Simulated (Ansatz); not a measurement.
## Lattice dynamics of Sc2C monolayer

Aim: the vibrations of Sc2C monolayer, their spectra, and whether the structure is stable.

Main program and level: Ansatz 0.2.0; DFT PBEsol, scalar-relativistic, plane waves, PAW.

## Step 1: The structure

The cell holds 3 atoms: 1 C and 2 Sc. Its edges and angles: a = 3.350 Å, b = 3.350 Å, c = 20.000 Å, α = 90.0°, β = 90.0°, γ = 120.0°. Vacuum lies along c.

## Step 2: Relaxation

The cell and atoms are relaxed, since residual forces and stress would shift the frequencies.

The program solves this slab on a cell height of its own, 28.6 Å, in place of the one typed.

The input, input.yaml:

```yaml
crystal:
  lattice:
    - [3.35, 0.0, 0.0]
    - [-1.675, 2.90119, 0.0]
    - [0.0, 0.0, 20.0]
  atoms:
    - { symbol: C, position: [0.0, 0.0, 0.5] }
    - { symbol: Sc, position: [0.333333, 0.666667, 0.56] }
    - { symbol: Sc, position: [0.666667, 0.333333, 0.44] }
  periodic: [true, true, false]
kpoints:
  mp_grid: { grid: [15, 15, 1] }
hamiltonian:
  xc: pbesol
scf:
  occupations: { method: gaussian, width: 0.1 }
output:
  forces: true
  stress: true
  eigenvalues: true
  write_density: true
  write_potential: true
  elf: true
  volumetric_format: npy
relax:
  adjacent_minimum: "off"
  f_tol: 0.005
  max_steps: 80
  cell: { stress_2d_tol: 0.02 }
```

Run with:

```sh
ansatz run input.yaml --threads 8 --pin off --max-ram 14336MiB --backend cpu --events-out ev --progress --plain --runs-dir out
```

Numbers of over 12 decimals in the logs are rounded to 6 here.

Output:

```text
Warning: crystal.periodic: the lattice vector that does not repeat stood 0.000° off the slab's normal, 20.000 Å along it as the deck builds it. The run solves the slab on a vector along the normal, 28.600 Å long, with every atom where it was (on the deck's vector they left 17.60 Å outside them, and the widest stretch free of ions among them is 1.20 Å). A fractional position that the run reports is one of the run's ce [...]
Warning: the atoms were moved onto the symmetric positions of the space group found under crystal.symmetry.tolerance 1.0e-5 (fractional; no operation is sought that the atoms, as they stand in a round, miss by more than twice it, and no atom is moved by as much as it), and the run uses the moved positions. Before a round's move an operation carried an atom to 3.35e-6 Å from where it should land, the largest such dist [...]
crystal.periodic: the lattice vector that does not repeat stood 0.000° off the slab's normal, 20.000 Å along it as the deck builds it. The run solves the slab on a vector along the normal, 28.600 Å long, with every atom where it was (on the deck's vector they left 17.60 Å outside them, and the widest stretch free of ions among them is 1.20 Å). A fractional position that the run reports is one of the run's cell, which [...]
Engine: ansatz 0.2.0, aarch64-unknown-linux-gnu
Pseudopotentials: kind: paw
Pseudopotential: C, paw, valence charge 4, recommended cutoff 420 eV (normal), C.paw.azcp
Pseudopotential: Sc, paw, valence charge 11, recommended cutoff 420 eV (normal), Sc.paw.azcp
Functional definition: PBEsol
  exchange = pbesol_x
  correlation = pbesol_c
Crystal: 3 atoms, lattice volume = 277.963 Å³
Basis set: ecut = 420 eV, 5483 PW (Γ), exchange–correlation on 48×48×384 points (8 copies of the dense FFT grid, shifted against one another)
Bands: 17, of which v1, the nominal top of the filled ones, is band 13 counted from 1 (12 counted from 0)
Symmetry: 12 space group operations
Space group: P-3m1 (ITA 164), of the structure as read, at distance tolerance 6.5e-5 Å
k-points: 27 of 225
Non-local potential: C, projectors of the file, l = 0: 2, l = 1: 2, l = 2: 1
Non-local potential: Sc, projectors of the file, l = 0: 3, l = 1: 2, l = 2: 3, l = 3: 1
PAW form: soft (Blöchl's): semilocal exchange-correlation on the pseudo side does not see the compensation charge
PAW frozen core: C, regenerated for the run's functional, and the local potential with it (the file was generated under x = pbe(κ = 0.804, μ = 0.219515), c = pbe(β = 0.066725))
PAW frozen core: Sc, regenerated for the run's functional, and the local potential with it (the file was generated under x = pbe(κ = 0.804, μ = 0.219515), c = pbe(β = 0.066725))
PAW one-centre angular grid: C, 110 points (default); XC on 64 Gauss nodes
PAW one-centre angular grid: Sc, 590 points (default); XC on 64 Gauss nodes
Initial density: superposition of atomic densities (neutral atoms: chi_scale 0, normalization atom), corrected by the library's trained network
Initial wavefunctions: pseudopotential atomic-orbital guess
Functional: x = pbesol(κ = 0.804, μ = 0.123457), c = pbesol(β = 0.046)
SCF iter   1: F=—  HF=-4469.609214 eV  |F-HF|=—  |Δ(HF+E_count)|=         —  Δρ=4.25e-3  dr2=1.19e-1  ethr=1.77e-3  ⟨swp⟩=8.7  Hψ=3001  notcnv=0
preconditioner: auto → LDOS  [metal: Δε(μ)=0.070 eV  Ē_g=4.700 eV  σ=0.100 eV  W_gap=0.35  n_scr=16 (ndim 8)  ℏωp=7.0 eV  f_vac=0.724  D(μ)=3.78/eV (n_scr^D=14)  β→1.0]
SCF iter   2: F=—  HF=-4469.595698 eV  |F-HF|=—  |Δ(HF+E_count)|=   1.35e-2  Δρ=3.01e-3  dr2=3.16e-2  ethr=4.59e-4  ⟨swp⟩=2.9  Hψ=1042  notcnv=0
SCF iter   3: F=—  HF=-4469.591319 eV  |F-HF|=—  |Δ(HF+E_count)|=   4.38e-3  Δρ=6.24e-4  dr2=1.58e-3  ethr=1.22e-4  ⟨swp⟩=2.8  Hψ=772  notcnv=0
SCF iter   4: F=—  HF=-4469.591364 eV  |F-HF|=—  |Δ(HF+E_count)|=   4.46e-5  Δρ=1.51e-4  dr2=1.22e-4  ethr=6.08e-6  ⟨swp⟩=3.0  Hψ=725  notcnv=0
SCF iter   5: F=—  HF=-4469.591413 eV  |F-HF|=—  |Δ(HF+E_count)|=   4.94e-5  Δρ=7.11e-5  dr2=3.70e-5  ethr=4.69e-7  ⟨swp⟩=3.6  Hψ=903  notcnv=0
SCF iter   6: F=—  HF=-4469.591399 eV  |F-HF|=—  |Δ(HF+E_count)|=   1.48e-5  Δρ=1.82e-5  dr2=3.62e-6  ethr=1.42e-7  ⟨swp⟩=2.9  Hψ=820  notcnv=0
SCF iter   7: F=—  HF=-4469.591399 eV  |F-HF|=—  |Δ(HF+E_count)|=   1.53e-7  Δρ=1.19e-5  dr2=8.44e-7  ethr=1.39e-8  ⟨swp⟩=3.3  Hψ=927  notcnv=0
SCF iter   8: F=-4469.591399 eV  HF=-4469.591399 eV  |F-HF|=4.75e-8  |Δ(HF+E_count)|=  7.37e-11  Δρ=2.19e-6  dr2=2.46e-8  ethr=3.85e-10  ⟨swp⟩=13.6  Hψ=4782  notcnv=0
SCF 1 converged in 8 iterations: F = -4469.591399 eV  dr2 = 2.46e-8
  greatest PAW one-centre occupation: 0.998 electrons in one spin orbital (limit 2), on the Sc atom at site 2 (counted from 0), in its partial waves of l = 0
relax step   1: F+E_penalty+E_count = -4469.59139883 eV  Δ(F+E_penalty+E_count) = +0.000e0 eV  max|allowed force component| = 3.213e-1 eV/Å  Δτ_max = 0.0000 Å  P = -2.848 N/m  Ω = 277.963 Å³  fix = [c, alpha, beta]  reactions: c -0.000 N/m  (8 SCF iters, dr2 threshold 1.00e-7 eV, accepted)
Crystal: 3 atoms, lattice volume = 268.911 Å³
Basis set: ecut = 420 eV, 5363 PW (Γ), exchange–correlation on 48×48×384 points (8 copies of the dense FFT grid, shifted against one another)
Initial density: handed on by an earlier stage of this run
Initial wavefunctions: those handed on with the density
iter 1 solved again at ethr=4.01e-4 eV; its pass at ethr=3.10e-3 eV (dr2=1.04e-1 eV) is discarded
SCF iter   1: F=—  HF=-4469.643996 eV  |F-HF|=—  |Δ(HF+E_count)|=         —  Δρ=3.31e-3  dr2=1.08e-1  ethr=4.01e-4  ⟨swp⟩=2.0  Hψ=4008  notcnv=0
preconditioner: auto → LDOS  [metal: Δε(μ)=0.023 eV  Ē_g=4.930 eV  σ=0.100 eV  W_gap=0.13  n_scr=16 (ndim 8)  ℏωp=7.2 eV  f_vac=0.721  D(μ)=3.52/eV (n_scr^D=14)  β→1.0]
SCF iter   2: F=—  HF=-4469.629693 eV  |F-HF|=—  |Δ(HF+E_count)|=   1.43e-2  Δρ=2.41e-3  dr2=2.20e-2  ethr=4.01e-4  ⟨swp⟩=2.7  Hψ=791  notcnv=0
SCF iter   3: F=—  HF=-4469.626160 eV  |F-HF|=—  |Δ(HF+E_count)|=   3.53e-3  Δρ=5.09e-4  dr2=1.32e-3  ethr=8.47e-5  ⟨swp⟩=3.0  Hψ=947  notcnv=0
SCF iter   4: F=—  HF=-4469.625997 eV  |F-HF|=—  |Δ(HF+E_count)|=   1.63e-4  Δρ=1.01e-4  dr2=5.95e-5  ethr=5.07e-6  ⟨swp⟩=2.7  Hψ=773  notcnv=0
SCF iter   5: F=—  HF=-4469.626010 eV  |F-HF|=—  |Δ(HF+E_count)|=   1.30e-5  Δρ=3.48e-5  dr2=5.45e-6  ethr=2.29e-7  ⟨swp⟩=2.9  Hψ=835  notcnv=0
SCF iter   6: F=—  HF=-4469.626014 eV  |F-HF|=—  |Δ(HF+E_count)|=   4.05e-6  Δρ=2.92e-5  dr2=2.73e-6  ethr=2.10e-8  ⟨swp⟩=3.0  Hψ=892  notcnv=0
SCF iter   7: F=-4469.626013 eV  HF=-4469.626013 eV  |F-HF|=1.61e-7  |Δ(HF+E_count)|=   5.10e-7  Δρ=5.94e-6  dr2=8.75e-8  ethr=1.15e-9  ⟨swp⟩=15.5  Hψ=5286  notcnv=0
[...]
SCF iter   1: F=—  HF=-4469.628517 eV  |F-HF|=—  |Δ(HF+E_count)|=         —  Δρ=1.46e-3  dr2=4.26e-3  ethr=1.66e-5  ⟨swp⟩=3.1  Hψ=4213  notcnv=0
preconditioner: auto → LDOS  [metal: Δε(μ)=0.021 eV  Ē_g=4.836 eV  σ=0.100 eV  W_gap=0.12  n_scr=16 (ndim 8)  ℏωp=7.2 eV  f_vac=0.719  D(μ)=3.16/eV (n_scr^D=12)  β→1.0]
SCF iter   2: F=—  HF=-4469.628029 eV  |F-HF|=—  |Δ(HF+E_count)|=   4.88e-4  Δρ=8.21e-4  dr2=3.56e-3  ethr=1.64e-5  ⟨swp⟩=2.2  Hψ=897  notcnv=0
SCF iter   3: F=—  HF=-4469.627366 eV  |F-HF|=—  |Δ(HF+E_count)|=   6.63e-4  Δρ=1.57e-4  dr2=1.21e-4  ethr=1.37e-5  ⟨swp⟩=3.1  Hψ=922  notcnv=0
SCF iter   4: F=—  HF=-4469.627357 eV  |F-HF|=—  |Δ(HF+E_count)|=   9.38e-6  Δρ=9.28e-5  dr2=3.11e-5  ethr=4.65e-7  ⟨swp⟩=3.1  Hψ=905  notcnv=0
SCF iter   5: F=—  HF=-4469.627352 eV  |F-HF|=—  |Δ(HF+E_count)|=   4.57e-6  Δρ=1.65e-5  dr2=1.99e-6  ethr=1.20e-7  ⟨swp⟩=3.6  Hψ=961  notcnv=0
SCF iter   6: F=-4469.627353 eV  HF=-4469.627353 eV  |F-HF|=1.96e-7  |Δ(HF+E_count)|=   8.83e-7  Δρ=5.10e-6  dr2=1.03e-7  ethr=1.15e-9  ⟨swp⟩=18.6  Hψ=5129  notcnv=0
SCF 3 converged in 6 iterations: F = -4469.627353 eV  dr2 = 1.03e-7
relax step   3: F+E_penalty+E_count = -4469.62735349 eV  Δ(F+E_penalty+E_count) = -1.340e-3 eV  max|allowed force component| = 1.195e-1 eV/Å  Δτ_max = 0.0272 Å  P = +0.174 N/m  Ω = 264.229 Å³  energy of the carried Pulay correction = +1.646e-3 eV  fix = [c, alpha, beta]  reactions: c +0.000 N/m  (6 SCF iters, dr2 threshold 3.00e-7 eV, accepted)
[...]
relax step   4: F+E_penalty+E_count = -4469.62891823 eV  Δ(F+E_penalty+E_count) = -1.565e-3 eV  max|allowed force component| = 5.826e-3 eV/Å  Δτ_max = 0.0131 Å  P = -0.016 N/m  Ω = 266.328 Å³  energy of the carried Pulay correction = +1.389e-3 eV  fix = [c, alpha, beta]  reactions: c -0.000 N/m  (6 SCF iters, dr2 threshold 3.00e-7 eV, accepted)
[...]
relax step   5: F+E_penalty+E_count = -4469.62894066 eV  Δ(F+E_penalty+E_count) = -2.244e-5 eV  max|allowed force component| = 7.045e-5 eV/Å  Δτ_max = 0.0007 Å  P = -0.002 N/m  Ω = 266.199 Å³  energy of the carried Pulay correction = +1.405e-3 eV  fix = [c, alpha, beta]  reactions: c -0.000 N/m  (5 SCF iters, dr2 threshold 2.12e-9 eV, accepted)
[...]
relax step   6: F+E_penalty+E_count = -4469.62779683 eV  Δ(F+E_penalty+E_count) = +1.144e-3 eV  max|allowed force component| = 1.653e-4 eV/Å  Δτ_max = 0.0000 Å  P = -0.021 N/m  Ω = 266.199 Å³  fix = [c, alpha, beta]  reactions: c -0.000 N/m  stress off target by 2.14e-2 N/m on what of the cell is left free  SCF on the basis re-selected at this cell (its energy is not comparable with the rows above)  (7 SCF iters)
[...]
relax step   7: F+E_penalty+E_count = -4469.62781147 eV  Δ(F+E_penalty+E_count) = -1.464e-5 eV  max|allowed force component| = 1.544e-4 eV/Å  Δτ_max = 0.0003 Å  P = -0.002 N/m  Ω = 266.101 Å³  energy of the carried Pulay correction = +1.216e-5 eV  fix = [c, alpha, beta]  reactions: c -0.000 N/m  (6 SCF iters, dr2 threshold 7.43e-10 eV, accepted)
iter 1 solved again at ethr=9.72e-7 eV; its pass at ethr=3.10e-3 eV (dr2=2.53e-4 eV) is discarded
SCF iter   1: F=—  HF=-4469.627798 eV  |F-HF|=—  |Δ(HF+E_count)|=         —  Δρ=1.60e-6  dr2=5.36e-9  ethr=9.72e-7  ⟨swp⟩=4.5  Hψ=4627  notcnv=0
eigensolver tolerance schedule: the retry pair's looser diagonalisation over-reported the residual by 47168.93 of it (diagonalisation noise at an unbounded share of the residual, at the tolerance the schedule requests for it); recorded, not acted on — ethr = c·dr2/N_el stays at c = 1.0e-1
preconditioner: auto → LDOS  [metal: Δε(μ)=0.026 eV  Ē_g=4.842 eV  σ=0.100 eV  W_gap=0.14  n_scr=16 (ndim 8)  ℏωp=7.2 eV  f_vac=0.721  D(μ)=3.27/eV (n_scr^D=12)  β→1.0]
SCF iter   2: F=—  HF=-4469.627792 eV  |F-HF|=—  |Δ(HF+E_count)|=   5.83e-6  Δρ=2.13e-6  dr2=1.16e-8  ethr=2.06e-11  ⟨swp⟩=6.0  Hψ=1763  notcnv=0
SCF iter   3: F=—  HF=-4469.627792 eV  |F-HF|=—  |Δ(HF+E_count)|=  2.77e-10  Δρ=8.61e-7  dr2=1.29e-9  ethr=2.06e-11  ⟨swp⟩=2.3  Hψ=618  notcnv=0
SCF iter   4: F=—  HF=-4469.627792 eV  |F-HF|=—  |Δ(HF+E_count)|=  2.43e-10  Δρ=3.49e-7  dr2=3.08e-10  ethr=4.97e-12  ⟨swp⟩=3.0  Hψ=923  notcnv=0
SCF iter   5: F=—  HF=-4469.627792 eV  |F-HF|=—  |Δ(HF+E_count)|=  3.73e-11  Δρ=7.41e-8  dr2=1.90e-11  ethr=1.19e-12  ⟨swp⟩=2.9  Hψ=720  notcnv=0
SCF iter   6: F=—  HF=-4469.627792 eV  |F-HF|=—  |Δ(HF+E_count)|=  1.82e-11  Δρ=6.32e-8  dr2=9.53e-12  ethr=1.00e-12  ⟨swp⟩=1.9  Hψ=543  notcnv=0
SCF iter   7: F=-4469.627792 eV  HF=-4469.627792 eV  |F-HF|=1.91e-11  |Δ(HF+E_count)|=  2.18e-11  Δρ=2.07e-8  dr2=8.27e-13  ethr=1.00e-12  ⟨swp⟩=10.3  Hψ=3306  notcnv=0
SCF 8 converged in 7 iterations: F = -4469.627792 eV  dr2 = 8.27e-13
relax step   8: F+E_penalty+E_count = -4469.62779220 eV  Δ(F+E_penalty+E_count) = +1.926e-5 eV  max|allowed force component| = 1.573e-4 eV/Å  Δτ_max = 0.0000 Å  P = -0.002 N/m  Ω = 266.101 Å³  fix = [c, alpha, beta]  reactions: c -0.000 N/m  stress off target by 1.87e-3 N/m on what of the cell is left free  SCF on the basis re-selected at this cell (its energy is not comparable with the rows above)  (7 SCF iters)
basis re-selected at this cell: Δ(F+E_penalty+E_count) = +1.926e-5 eV, ΔP = -0.000 N/m vs the last step (what re-selecting the basis moved, of the pressure what is left beyond the Pulay correction that the steps carried, after the strain that the cell walked since its last selection, with what the two solves' SCF thresholds leave and, on support functions, any second-order correction that the steps lacked; it is no m [...]
SCF converged after 7 iterations
Free energy (F): -4469.627792 eV
Harris-Foulkes:  -4469.627792 eV  (|F-HF|=1.91e-11)
Internal energy: -4469.611418 eV  (E = F + TS)
E sigma→0 (E₀):  -4469.619605 eV
Entropy (-TS):   -0.016374 eV (-5.458 meV/atom)
Fermi energy:    -4.140988 eV
--- Per-component energies (eV) ---
  E_band       = -670.754374
  E_kinetic    = 612.552900
  E_local      = -39535.824315  (includes V_loc(G=0)·N_el)
  E_nonlocal   = 194.576367
  E_hartree    = 19306.743395
  E_xc         = -255.052146
  E_vxc        = -317.354252  (∫ρ·V_xc dr)
  E_paw        = -1959.002199  (= ΣΔE_a)
  E_vpaw       = -238.191864  (= ΣTr[D̂ρ^β])
  E_aug_tail   = 0.000031  (compensation charges beyond the density's cutoff)
  E_ewald      = 17166.115398
  E_core_change = 0.279151  (= ΣΔE_core)
  E_smearing   = -0.016374  (= −TS)
  E_closure    = 0.000000  (closes the sum)
  Σ components = -4469.627792   (vs F -4469.627792, Δ=0.00e0)
--- Forces (eV/Å), atoms counted from 1 ---
  atom   1  C      0.00000000     0.00000000     0.00000000
  atom   2  Sc    -0.00000000    -0.00000000    -0.00015733
  atom   3  Sc     0.00000000     0.00000000     0.00015733
  max |Σ_I F_I| component: 2.78e-17 eV/Å
--- 2D stress c σ (N/m, compression-positive) ---
       -0.001870       0.000000       0.000000
        0.000000      -0.001870       0.000000
        0.000000       0.000000      -0.000000
  P = ½ c Tr σ = -0.0019 N/m
--- Band table (eV; the first three rows and the last of 27) ---
  k-point 0: bands = [... 9 lower, -8.5807, -5.8259, -5.8259, -5.2087, -4.4891, -2.7755, -2.5238, -2.5238]
  k-point 1: bands = [... 9 lower, -8.4903, -6.0465, -5.8135, -5.0406, -4.4634, -2.7554, -2.6502, -2.4645]
  k-point 2: bands = [... 9 lower, -8.2318, -6.4487, -5.7847, -4.7826, -4.3782, -3.0331, -2.6496, -2.2992]
  k-point 26: bands = [... 9 lower, -7.0775, -7.0775, -6.2311, -3.6090, -3.6090, -3.5321, -2.3104, -1.2631]
--- Relaxed structure (6 steps of the walk, 6 accepted, 2 SCFs on fresh bases) ---
  F+E_penalty+E_count = -4469.62779220 eV   max|allowed force component| = 1.573e-4 eV/Å   (the final SCF, on the basis selected at the relaxed cell)
  cell:  # Å, volume = 266.1014 Å³
    - [3.277745, 0.0, 0]
    - [-1.638873, 2.838611, 0]
    - [0, 0, 28.6]
  atoms:
    - { symbol: C, position: [0, 0, 0.349650] }
    - { symbol: Sc, position: [0.333333, 0.666667, 0.391800] }
    - { symbol: Sc, position: [0.666667, 0.333333, 0.307501] }
```

Run time: 9.8 s. Hardware: 8 threads of Arm Neoverse V2, shared host; peak memory 0.78 GiB.

Step by step:

```csv
step,energy less that of the first step (eV),largest force component (eV/Å),volume (Å³)
1,0.0000,0.3213,277.96
2,-0.0346,0.1170,268.91
3,-0.0360,0.1195,264.23
4,-0.0375,0.0058,266.33
5,-0.0375,0.0001,266.20
6*,-0.0364,0.0002,266.20
7,-0.0364,0.0002,266.10
8*,-0.0364,0.0002,266.10
```

Relaxation steps marked * repeat the geometry before them on a plane-wave basis chosen anew for their cell, so energy and pressure can jump there.

The run keeps the 12 symmetry operations that it works with, so distortions that break them were not tested.

```csv
cell as run,before,after,change
a (Å),3.350,3.278,-2.2 %
b (Å),3.350,3.278,-2.2 %
```

Final coordinates:

```xyz
3
Lattice="3.2777 0.0000 0.0000 -1.6389 2.8386 0.0000 0.0000 0.0000 28.6000" Properties=species:S:1:pos:R:3
C     0.0000    0.0000   10.0000
Sc    0.0000    1.8924   11.2055
Sc    1.6389    0.9462    8.7945
```

Numbers from this step:

| Property | Result |
| --- | --- |
| gap on the k-mesh | 0 eV |
| area per atom | 3.101 Å² |

Electrostatic potential energy in the ac plane at fractional y = 0.333, with atoms of Sc within 0.2 Å of it. With pseudopotentials it is smooth inside the atoms' cores, unlike the true potential.

Ten even steps from '0' (-17 eV) to '9' (0 eV), each cell a mean:
```
99999999999999999
99999999999999999
99999999999999999
99999999999999999
99999999999999999
99999999999999999
99999999999999999
99999999999999999
99999999999999999
99999999999999999
99999999999999999
99999999999999999
99999999999999999
77777778888888887
43112346778888765
77666777655555567
46777630000000000
78888776443333456
99999999999999999
99999999999999999
99999999999999999
99999999999999999
99999999999999999
99999999999999999
```
Columns run along a (3.3 Å; values clipped at the 3rd and 97th percentile), rows up along c (28.6 Å). Atoms in or near the plane, at fractional coordinates: Sc at (0.67, 0.31).

ELF in the ac plane at fractional y = 0.333, with atoms of Sc within 0.2 Å of it. It is the smooth field of the valence electrons, not physical close to the nuclei.

Values, 24 rows by 14 columns, each cell a mean:
```
0.00 0.00 0.00 0.00 0.00 0.00 0.00 0.00 0.00 0.00 0.00 0.00 0.00 0.00
0.00 0.00 0.00 0.00 0.00 0.00 0.00 0.00 0.00 0.00 0.00 0.00 0.00 0.00
0.00 0.00 0.00 0.00 0.00 0.00 0.00 0.00 0.00 0.00 0.00 0.00 0.00 0.00
0.00 0.00 0.00 0.00 0.00 0.00 0.00 0.00 0.00 0.00 0.00 0.00 0.00 0.00
0.00 0.00 0.00 0.00 0.00 0.00 0.00 0.00 0.00 0.00 0.00 0.00 0.00 0.00
0.00 0.00 0.00 0.00 0.00 0.00 0.00 0.00 0.00 0.00 0.00 0.00 0.00 0.00
0.00 0.00 0.00 0.00 0.00 0.00 0.00 0.00 0.00 0.00 0.00 0.00 0.00 0.00
0.00 0.00 0.00 0.00 0.00 0.00 0.00 0.00 0.00 0.00 0.00 0.00 0.00 0.00
0.00 0.00 0.00 0.00 0.00 0.00 0.00 0.00 0.00 0.00 0.00 0.00 0.00 0.00
0.00 0.00 0.00 0.00 0.00 0.00 0.00 0.00 0.00 0.00 0.00 0.00 0.00 0.00
0.01 0.01 0.01 0.01 0.01 0.01 0.01 0.01 0.01 0.01 0.01 0.01 0.01 0.01
0.11 0.11 0.11 0.11 0.11 0.11 0.11 0.11 0.11 0.12 0.12 0.11 0.11 0.11
0.44 0.42 0.41 0.41 0.43 0.45 0.47 0.49 0.51 0.51 0.51 0.50 0.48 0.46
0.20 0.17 0.16 0.16 0.18 0.23 0.30 0.38 0.47 0.51 0.50 0.43 0.34 0.26
0.13 0.17 0.20 0.20 0.16 0.12 0.13 0.18 0.24 0.28 0.27 0.21 0.15 0.12
0.51 0.59 0.62 0.62 0.56 0.43 0.29 0.23 0.24 0.25 0.25 0.24 0.26 0.36
0.14 0.26 0.37 0.33 0.18 0.18 0.46 0.67 0.60 0.43 0.50 0.66 0.60 0.31
0.20 0.30 0.38 0.35 0.24 0.15 0.14 0.20 0.25 0.28 0.27 0.23 0.17 0.13
0.45 0.49 0.50 0.50 0.47 0.43 0.38 0.34 0.30 0.29 0.29 0.32 0.36 0.40
0.12 0.12 0.12 0.12 0.12 0.12 0.11 0.11 0.11 0.10 0.10 0.11 0.11 0.11
0.01 0.01 0.01 0.01 0.01 0.01 0.01 0.01 0.01 0.01 0.01 0.01 0.01 0.01
0.00 0.00 0.00 0.00 0.00 0.00 0.00 0.00 0.00 0.00 0.00 0.00 0.00 0.00
0.00 0.00 0.00 0.00 0.00 0.00 0.00 0.00 0.00 0.00 0.00 0.00 0.00 0.00
0.00 0.00 0.00 0.00 0.00 0.00 0.00 0.00 0.00 0.00 0.00 0.00 0.00 0.00
```
Columns run along a (3.3 Å), rows up along c (28.6 Å). Atoms in or near the plane, at fractional coordinates: Sc at (0.67, 0.31).

Valence density in the ac plane at fractional y = 0.333, with atoms of Sc within 0.2 Å of it. It is the smooth field of the valence electrons, not physical close to the nuclei.

Ten steps, logarithmic in the rise over the least value, from '0' (0.0 e/Å³) to '9' (6.0 e/Å³), each cell a mean:
```
00000000000000000
00000000000000000
00000000000000000
00000000000000000
00000000000000000
00000000000000000
00000000000000000
00000000000000000
00000000000000000
00000000000000000
00000000000000000
00000000000000000
00000000000000000
11111111111111111
33444332222122222
44444433334444333
33222335789999864
11111111244554321
00000000000000000
00000000000000000
00000000000000000
00000000000000000
00000000000000000
00000000000000000
```
Columns run along a (3.3 Å), rows up along c (28.6 Å). Atoms in or near the plane, at fractional coordinates: Sc at (0.67, 0.31).

(Part 1 of 2 ends here.)

[Logs are printed without paths, hosts, clocks, repeated set-up lines and the standing remarks that a program may print on its own settings, such as how far it seeks lower states.]

[Hosts, paths, dates, database ids (printed as entryN), source tags and the programs' standing remarks are cut or masked in the printed files.]
